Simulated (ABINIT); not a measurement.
# Quasiparticle gap of SiO2 (Stishovite) in ABINIT

How does a plane-wave GW calculation on SiO2 (Stishovite) run from the first input to the gap?

Main program and level: ABINIT 10.8.3; LDA and many-body steps on it, plane waves.

This is a report of a sequence of runs, with most program output left out.

## Step 1: The starting structure

The structure is tetragonal, space group P4_2/mnm (No. 136). Conventional cell: a = 4.177 Å, b = 4.177 Å, c = 2.665 Å, α = 90.00°, β = 90.00°, γ = 90.00°. Nearest to Si lie 6 O at 1.76 to 1.81 Å. Nearest to O lie 3 Si at 1.76 to 1.81 Å. Farther neighbours and most contacts between anions are not listed.

The cell and positions come from the Crystallography Open Database and are kept as given unless a step says otherwise.

## Step 2: Ground state

This step: ABINIT 10.8.3; DFT, LDA, plane waves, norm-conserving pseudopotentials.

The ground-state density comes first.

run.abi

```
acell 3*1.0 Angstrom
rprim 
  4.177300000000 0.000000000000 0.000000000000
  0.000000000000 4.177300000000 0.000000000000
  0.000000000000 0.000000000000 2.665200000000
ntypat 2
znucl 14 8
natom 6
typat 1 1 2 2 2 2
xred 
  0.000000000000 0.000000000000 0.000000000000
  0.500000000000 0.500000000000 0.500000000000
  0.305900000000 0.305900000000 0.000000000000
  0.194100000000 0.805900000000 0.500000000000
  0.694100000000 0.694100000000 0.000000000000
  0.805900000000 0.194100000000 0.500000000000
pp_dirpath "pseudos"
pseudos "Si.upf, O.upf"
ecut 36
ngkpt 6 6 8
nshiftk 1
shiftk 0 0 0
kptopt 1
chksymbreak 0
nband 23
occopt 1
tolvrs 1e-10
nstep 60
prtwf 0
optforces 0
optstress 0
indata_prefix "in"
outdata_prefix "out"
tmpdata_prefix "tmp"
```

Run with:

```bash
$ OMP_NUM_THREADS=1 mpirun -n 4 abinit run.abi > log
```

It took 30 s on 4 MPI ranks of Arm Neoverse V2, shared host; peak memory 0.33 GiB; 2 min of CPU time.

This step gave:

```yaml
total_energy: -2037.3708 eV
gap: 5.665 eV
k_of_the_valence_top: 0, 0, 0
k_of_the_conduction_bottom: 0, 0, 0
least_direct_gap: 5.665 eV
```

The gap is direct, at Γ.

## Step 3: Bands along the symmetry lines

Levels along a band path, at the cheap level, show where the edges lie and whether the meshes to come will hold them.

run.abi

```
acell 3*1.0 Angstrom
rprim 
  4.177300000000 0.000000000000 0.000000000000
  0.000000000000 4.177300000000 0.000000000000
  0.000000000000 0.000000000000 2.665200000000
ntypat 2
znucl 14 8
natom 6
typat 1 1 2 2 2 2
xred 
  0.000000000000 0.000000000000 0.000000000000
  0.500000000000 0.500000000000 0.500000000000
  0.305900000000 0.305900000000 0.000000000000
  0.194100000000 0.805900000000 0.500000000000
  0.694100000000 0.694100000000 0.000000000000
  0.805900000000 0.194100000000 0.500000000000
pp_dirpath "pseudos"
pseudos "Si.upf, O.upf"
ecut 36
iscf -2
irdden 1
kptopt 0
nkpt 75
kpt 
  0.00000000 0.00000000 0.00000000
  0.00000000 0.06250000 0.00000000
  0.00000000 0.12500000 0.00000000
  0.00000000 0.18750000 0.00000000
  0.00000000 0.25000000 0.00000000
  0.00000000 0.31250000 0.00000000
  0.00000000 0.37500000 0.00000000
  0.00000000 0.43750000 0.00000000
  0.00000000 0.50000000 0.00000000
  0.06250000 0.50000000 0.00000000
  0.12500000 0.50000000 0.00000000
  0.18750000 0.50000000 0.00000000
  0.25000000 0.50000000 0.00000000
  0.31250000 0.50000000 0.00000000
  0.37500000 0.50000000 0.00000000
  0.43750000 0.50000000 0.00000000
  0.50000000 0.50000000 0.00000000
  0.43750000 0.43750000 0.00000000
  0.37500000 0.37500000 0.00000000
  0.31250000 0.31250000 0.00000000
  0.25000000 0.25000000 0.00000000
  0.18750000 0.18750000 0.00000000
  0.12500000 0.12500000 0.00000000
  0.06250000 0.06250000 0.00000000
  0.00000000 0.00000000 0.00000000
  0.00000000 0.00000000 0.06250000
  0.00000000 0.00000000 0.12500000
  0.00000000 0.00000000 0.18750000
  0.00000000 0.00000000 0.25000000
  0.00000000 0.00000000 0.31250000
  0.00000000 0.00000000 0.37500000
  0.00000000 0.00000000 0.43750000
  0.00000000 0.00000000 0.50000000
  0.00000000 0.06250000 0.50000000
  0.00000000 0.12500000 0.50000000
  0.00000000 0.18750000 0.50000000
  0.00000000 0.25000000 0.50000000
  0.00000000 0.31250000 0.50000000
  0.00000000 0.37500000 0.50000000
  0.00000000 0.43750000 0.50000000
  0.00000000 0.50000000 0.50000000
  0.06250000 0.50000000 0.50000000
  0.12500000 0.50000000 0.50000000
  0.18750000 0.50000000 0.50000000
  0.25000000 0.50000000 0.50000000
  0.31250000 0.50000000 0.50000000
  0.37500000 0.50000000 0.50000000
  0.43750000 0.50000000 0.50000000
  0.50000000 0.50000000 0.50000000
  0.43750000 0.43750000 0.50000000
  0.37500000 0.37500000 0.50000000
  0.31250000 0.31250000 0.50000000
  0.25000000 0.25000000 0.50000000
  0.18750000 0.18750000 0.50000000
  0.12500000 0.12500000 0.50000000
  0.06250000 0.06250000 0.50000000
  0.00000000 0.00000000 0.50000000
  0.00000000 0.50000000 0.00000000
  0.00000000 0.50000000 0.06250000
  0.00000000 0.50000000 0.12500000
  0.00000000 0.50000000 0.18750000
  0.00000000 0.50000000 0.25000000
  0.00000000 0.50000000 0.31250000
  0.00000000 0.50000000 0.37500000
  0.00000000 0.50000000 0.43750000
  0.00000000 0.50000000 0.50000000
  0.50000000 0.50000000 0.00000000
  0.50000000 0.50000000 0.06250000
  0.50000000 0.50000000 0.12500000
  0.50000000 0.50000000 0.18750000
  0.50000000 0.50000000 0.25000000
  0.50000000 0.50000000 0.31250000
  0.50000000 0.50000000 0.37500000
  0.50000000 0.50000000 0.43750000
  0.50000000 0.50000000 0.50000000
istwfk *1
nband 28
nbdbuf 7
tolwfr 1e-07
nstep 50
prtwf 0
prtvol 0
indata_prefix "in"
outdata_prefix "out"
tmpdata_prefix "tmp"
```

Run time: 25 s. Hardware: 4 MPI ranks; peak memory 0.35 GiB.

This step gave:

```yaml
gap: 5.665 eV
k_of_the_valence_top: 0, 0, 0
k_of_the_conduction_bottom: 0, 0, 0
least_direct_gap: 5.665 eV
```

The gap is 5.665 eV, as in the run before at this level.

Electronic bands along the path, in eV, zero at the top of the highest filled band:

| point | band 13 | band 14 | band 15 | band 16 | band 17 | band 18 | band 19 | band 20 |
| --- | --- | --- | --- | --- | --- | --- | --- | --- |
| Γ | -2.55 | -0.90 | -0.90 | 0.00 | 5.66 | 6.49 | 8.41 | 8.41 |
| halfway | -2.52 | -2.09 | -1.00 | -0.46 | 6.50 | 7.03 | 8.58 | 8.59 |
| X | -2.74 | -2.74 | -1.08 | -1.08 | 7.65 | 7.65 | 8.95 | 8.95 |
| halfway | -2.98 | -2.98 | -1.49 | -1.49 | 7.43 | 7.43 | 9.43 | 9.43 |
| M | -2.71 | -2.71 | -2.31 | -2.31 | 7.31 | 7.31 | 9.92 | 9.92 |
| halfway | -2.62 | -2.50 | -1.48 | -0.81 | 6.71 | 7.52 | 8.55 | 9.35 |
| Γ | -2.55 | -0.90 | -0.90 | 0.00 | 5.66 | 6.49 | 8.41 | 8.41 |
| halfway | -4.41 | -1.54 | -1.54 | -0.81 | 7.41 | 9.66 | 9.97 | 11.13 |
| Z | -3.14 | -3.14 | -2.71 | -2.71 | 8.92 | 8.92 | 12.42 | 12.42 |
| halfway | -2.85 | -2.85 | -2.29 | -2.29 | 8.82 | 8.82 | 10.70 | 10.70 |
| R | -2.33 | -2.33 | -1.78 | -1.78 | 8.61 | 8.61 | 9.77 | 9.77 |
| halfway | -2.29 | -2.29 | -1.65 | -1.65 | 7.60 | 7.60 | 10.54 | 10.54 |
| A | -1.79 | -1.79 | -1.56 | -1.56 | 7.07 | 7.07 | 10.81 | 10.81 |
| halfway | -2.60 | -2.50 | -2.37 | -1.86 | 7.89 | 8.38 | 10.45 | 11.54 |
| Z | -3.14 | -3.14 | -2.71 | -2.71 | 8.92 | 8.92 | 12.42 | 12.42 |
| jump to X | -2.74 | -2.74 | -1.08 | -1.08 | 7.65 | 7.65 | 8.95 | 8.95 |
| halfway | -2.92 | -2.92 | -1.45 | -1.45 | 8.96 | 8.96 | 10.40 | 10.40 |
| R | -2.33 | -2.33 | -1.78 | -1.78 | 8.61 | 8.61 | 9.77 | 9.77 |
| jump to M | -2.71 | -2.71 | -2.31 | -2.31 | 7.31 | 7.31 | 9.92 | 9.92 |
| halfway | -1.95 | -1.95 | -1.75 | -1.75 | 8.03 | 8.03 | 11.32 | 11.32 |
| A | -1.79 | -1.79 | -1.56 | -1.56 | 7.07 | 7.07 | 10.81 | 10.81 |

## Step 4: Empty states on the mesh, 4×4×4 mesh, 123 bands

The sums over transitions need many empty states on a uniform mesh; this step solves for them.

run.abi

```
acell 3*1.0 Angstrom
rprim 
  4.177300000000 0.000000000000 0.000000000000
  0.000000000000 4.177300000000 0.000000000000
  0.000000000000 0.000000000000 2.665200000000
ntypat 2
znucl 14 8
natom 6
typat 1 1 2 2 2 2
xred 
  0.000000000000 0.000000000000 0.000000000000
  0.500000000000 0.500000000000 0.500000000000
  0.305900000000 0.305900000000 0.000000000000
  0.194100000000 0.805900000000 0.500000000000
  0.694100000000 0.694100000000 0.000000000000
  0.805900000000 0.194100000000 0.500000000000
pp_dirpath "pseudos"
pseudos "Si.upf, O.upf"
ecut 36
ngkpt 4 4 4
nshiftk 1
shiftk 0 0 0
kptopt 1
chksymbreak 0
irdden 1
istwfk *1
nband 123
prtvol 0
optdriver 6
gwr_task "HDIAGO"
paral_kgb 0
occopt 1
indata_prefix "in"
outdata_prefix "out"
tmpdata_prefix "tmp"
```

The job ended after 1.8 min (4 MPI ranks; peak memory 2.5 GiB).

Numbers from this step:

```yaml
gap: 5.665 eV
k_of_the_valence_top: 0, 0, 0
k_of_the_conduction_bottom: 0, 0, 0
least_direct_gap: 5.665 eV
k_points_computed: 18
lowest_point_of_the_top_converged_band_above_the_valence_top: 78.4646 eV
```

On this mesh the gap is 5.665 eV.

## Step 5: Screening, 4×4×4 mesh, 115 bands, screening to 130.6 eV

The RPA dielectric matrix is built and inverted for each q.

This step: RPA screening on LDA, plane waves, norm-conserving pseudopotentials.

run.abi: that of step 4 with these lines changed.

```diff
@@ -24,10 +24,11 @@
 chksymbreak 0
-irdden 1
 istwfk *1
-nband 123
-prtvol 0
-optdriver 6
-gwr_task "HDIAGO"
-paral_kgb 0
 occopt 1
+irdwfk 1
+optdriver 3
+nband 115
+ecuteps 4.8
+inclvkb 2
+awtr 1
+symchi 1
 indata_prefix "in"
```

Elapsed: 67 s, on 4 MPI ranks; peak memory 1.3 GiB; 4.5 min of CPU time.

Numbers from this step:

```yaml
eps_infinity_with_local_fields_on_this_mesh_along_the_program_s_q_direction: 3.444
the_same_without_local_fields: 3.703
plasma_frequency: 30.80 eV
plane_waves_in_the_screening_matrix: 161
```

Local fields lower ε∞ by 7 %. On a Γ-centred mesh this coarse the value itself is usually too large, while a short band sum pulls it down.

## Step 6: Self-energy, 4×4×4 mesh, 115 bands, screening to 130.6 eV

The self-energy is evaluated for the states that the input lists, and the levels follow from it, in one-shot runs by the linearised quasiparticle equation.

This step: G0W0 on LDA, plane waves, norm-conserving pseudopotentials.

run.abi: that of step 5 with these lines changed.

```diff
@@ -27,8 +27,49 @@
 irdwfk 1
-optdriver 3
+optdriver 4
 nband 115
+gwcalctyp 0
+ecutsigx 36
+symsigma 1
+nkptgw 18
+kptgw 
+  0.0000000000 0.0000000000 0.0000000000
+  0.2500000000 0.0000000000 0.0000000000
+  0.5000000000 0.0000000000 0.0000000000
+  0.2500000000 0.2500000000 0.0000000000
+  0.5000000000 0.2500000000 0.0000000000
+  0.5000000000 0.5000000000 0.0000000000
+  0.0000000000 0.0000000000 0.2500000000
+  0.2500000000 0.0000000000 0.2500000000
+  0.5000000000 0.0000000000 0.2500000000
+  0.2500000000 0.2500000000 0.2500000000
+  0.5000000000 0.2500000000 0.2500000000
+  0.5000000000 0.5000000000 0.2500000000
+  0.0000000000 0.0000000000 0.5000000000
+  0.2500000000 0.0000000000 0.5000000000
+  0.5000000000 0.0000000000 0.5000000000
+  0.2500000000 0.2500000000 0.5000000000
+  0.5000000000 0.2500000000 0.5000000000
+  0.5000000000 0.5000000000 0.5000000000
+bdgw 
+  5 22
+  5 22
+  5 22
+  5 22
+  5 22
+  5 22
+  5 22
+  5 22
+  5 22
+  5 22
+  5 22
+  5 22
+  5 22
+  5 22
+  5 22
+  5 22
+  5 22
+  5 22
 ecuteps 4.8
-inclvkb 2
-awtr 1
-symchi 1
+irdscr 1
+ppmodel 1
 indata_prefix "in"
```

The job ended after 5.6 min (4 MPI ranks; peak memory 2.1 GiB).

Numbers from this step:

* G0W0 gap on the mesh: 8.12 eV
* starting gap on the mesh: 5.665 eV
* k of the valence top: 0, 0, 0
* k of the conduction bottom: 0, 0, 0
* Z at the valence top: 0.821
* Z at the conduction bottom: 0.848
* least direct G0W0 gap on the computed points: 8.12 eV

The gap on the mesh goes from 5.66 eV to 8.12 eV, a correction of +2.46 eV.

Limits: finite bands, cutoff and mesh; coarse k mesh. v1 is the top filled band, c1 the lowest empty one. The levels before and after the correction (eV, zero at the valence-band top of each column):

|  | conduction bottom | valence top |
| --- | --- | --- |
| Kohn-Sham | 5.66 | 0.00 |
| G0W0 | 8.12 | 0.00 |

|  | level | energy (eV) |
| --- | --- | --- |
| Kohn-Sham | Γ v4 | -2.554 |
| Kohn-Sham | Γ v3-v2 | -0.904 |
| Kohn-Sham | Γ v1 | 0.000 |
| Kohn-Sham | Γ c1 | 5.665 |
| Kohn-Sham | Γ c2 | 6.495 |
| Kohn-Sham | Γ c3-c4 | 8.405 |
| G0W0 | Γ v4 | -2.725 |
| G0W0 | Γ v3-v2 | -0.909 |
| G0W0 | Γ v1 | 0.000 |
| G0W0 | Γ c1 | 8.120 |
| G0W0 | Γ c2 | 9.154 |
| G0W0 | Γ c3-c4 | 10.939 |

## Step 7: Where the time went

Times are wall times on 4 MPI ranks of Arm Neoverse V2, shared host, good to a factor of about two.

| step | time | share | memory (GiB) |
| --- | --- | --- | --- |
| ground state | 30 s | 5 % | 0.33 |
| bands along the symmetry lines | 25 s | 4 % | 0.35 |
| empty states on the mesh | 1.8 min | 19 % | 2.5 |
| screening | 67 s | 12 % | 1.3 |
| self-energy | 5.6 min | 59 % | 2.1 |

## Step 8: Summary of results

```
LDA gap              : 5.66 eV, direct
G0W0 gap on the mesh : 8.12 eV
GW settings          : 4×4×4 mesh, 115 bands, screening to 130.6 eV, Godby-Needs plasmon pole
known limits         : not at the basis limit; coarse k mesh
```

In words: G0W0 moves the gap on the mesh from 5.66 eV to 8.12 eV (+2.46 eV), with Z of 0.82 and 0.85 at the edges. Local fields lower the RPA ε∞ on this mesh from 3.70 to 3.44; a Γ-centred mesh this coarse tends to raise both, most where the direct gap is narrow, while a short band sum lowers them. The dearest step here is «self-energy». Bands and cutoff are finite, so the gap is not at the basis limit. The miss can reach some tenths of an eV and take either sign; the mesh is an error of its own. The 4×4×4 mesh is coarse for this cell, which bears on the long-range parts of exchange and screening.

[Paths, hosts, dates, memory and timing lines, banners, echoed tables and standing remarks are left out of the program output.]

[Logs are printed without paths, hosts, clocks, repeated set-up lines and the standing remarks that a program may print on its own settings, such as how far it seeks lower states.]

[Runs of the session that timed out or met a known fault of the program may be left out.]

[Hosts, paths, dates, database ids (printed as entryN), source tags and the programs' standing remarks are cut or masked in the printed files.]

[G0W0 gaps are taken among the corrected bands and points alone; a level outside them can change the order at an edge.]

[Where Ansatz stands beside ABINIT at settings called matched, ABINIT's density can come from a denser mesh and the files from another edition; pairs whose starting gaps differed by over 0.03 eV were left out, so agreement reads better than it is.]
